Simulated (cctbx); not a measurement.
# Yb3CuSnS4O3: precision against data quality

Space group P6_3 (no. 173), a = 9.3820 Å, b = 9.3820 Å, c = 5.7900 Å, α = 90.00°, β = 90.00°, γ = 120.00°.

```
atom  mult.       x       y       z  Ueq (Å²)
 Yb1      6  0.6373  0.8570  0.7708    0.0070
 Sn1      2     2/3     1/3  0.8357    0.0096
 Cu1      2       0       0  0.1870    0.0140
  S1      6  0.1084  0.8405  0.2077    0.0153
  S2      2     2/3     1/3  0.4455    0.0197
  O1      6  0.5171  0.4336  0.0046    0.0217
```

The model was made for the exercise: a known structure type with other elements put in, its volume estimated, not relaxed; displacement parameters are assumed.

Five simulated data sets (cctbx; Mo Kα, λ = 0.71073 Å; 4 % proportional error) differ in resolution or exposure (noise floor 8 counts in the first three, 8 in the last two). Each is refined with the right model, isotropic at 1.1 Å and anisotropic otherwise. How do the figures of merit and the uncertainties move?

| d min (Å) | top counts | ⟨I/σ⟩ (unmerged, absences included) | unique | param. (scale apart) | Rint | R1 | GooF | largest s.u. xyz (fractional) | s.u. U of O1 (Å²) | largest error (Å) |
| --- | --- | --- | --- | --- | --- | --- | --- | --- | --- | --- |
| 1.1 | 40000 | 19.0 | 230 | 18 | 0.030 | 0.0116 | 1.20 | 0.00145 | 0.0021 | 0.0275 |
| 0.84 | 40000 | 18.0 | 522 | 36 | 0.031 | 0.0100 | 0.92 | 0.00073 | 0.0020 | 0.0291 |
| 0.6 | 40000 | 15.2 | 1443 | 36 | 0.033 | 0.0115 | 0.89 | 0.00052 | 0.0010 | 0.0027 |
| 0.75 | 300 | 1.4 | 733 | 36 | 0.372 | 0.0894 | 0.92 | 0.01067 | 0.0446 | 0.1239 |
| 0.75 | 3000 | 6.9 | 733 | 36 | 0.072 | 0.0271 | 0.92 | 0.00196 | 0.0065 | 0.0204 |

The number of reflections grows roughly as 1/d³: 230, 522 and 1443 here. R1 follows the noise rather than the truth: at 300 counts it is 0.0894, at 3000 counts 0.0271, while GooF is 0.92 and 0.92: the weights 1/σ² carry the noise. The s.u. of U (U11 where anisotropic) for O1 goes 0.0021, 0.0020, 0.0010 Å² with resolution and 0.0446, 0.0065 Å² with exposure.

The 1.1 Å row also differs in its displacement model, so it isn't a clean test of resolution.

Hardware for the 0.6 Å refinement: 0.63 s on 1 thread of Arm Neoverse N1 (shared host), peak memory 0.09 GiB.

[Logs are printed without paths, hosts, clocks, repeated set-up lines and the standing remarks that a program may print on its own settings, such as how far it seeks lower states.]
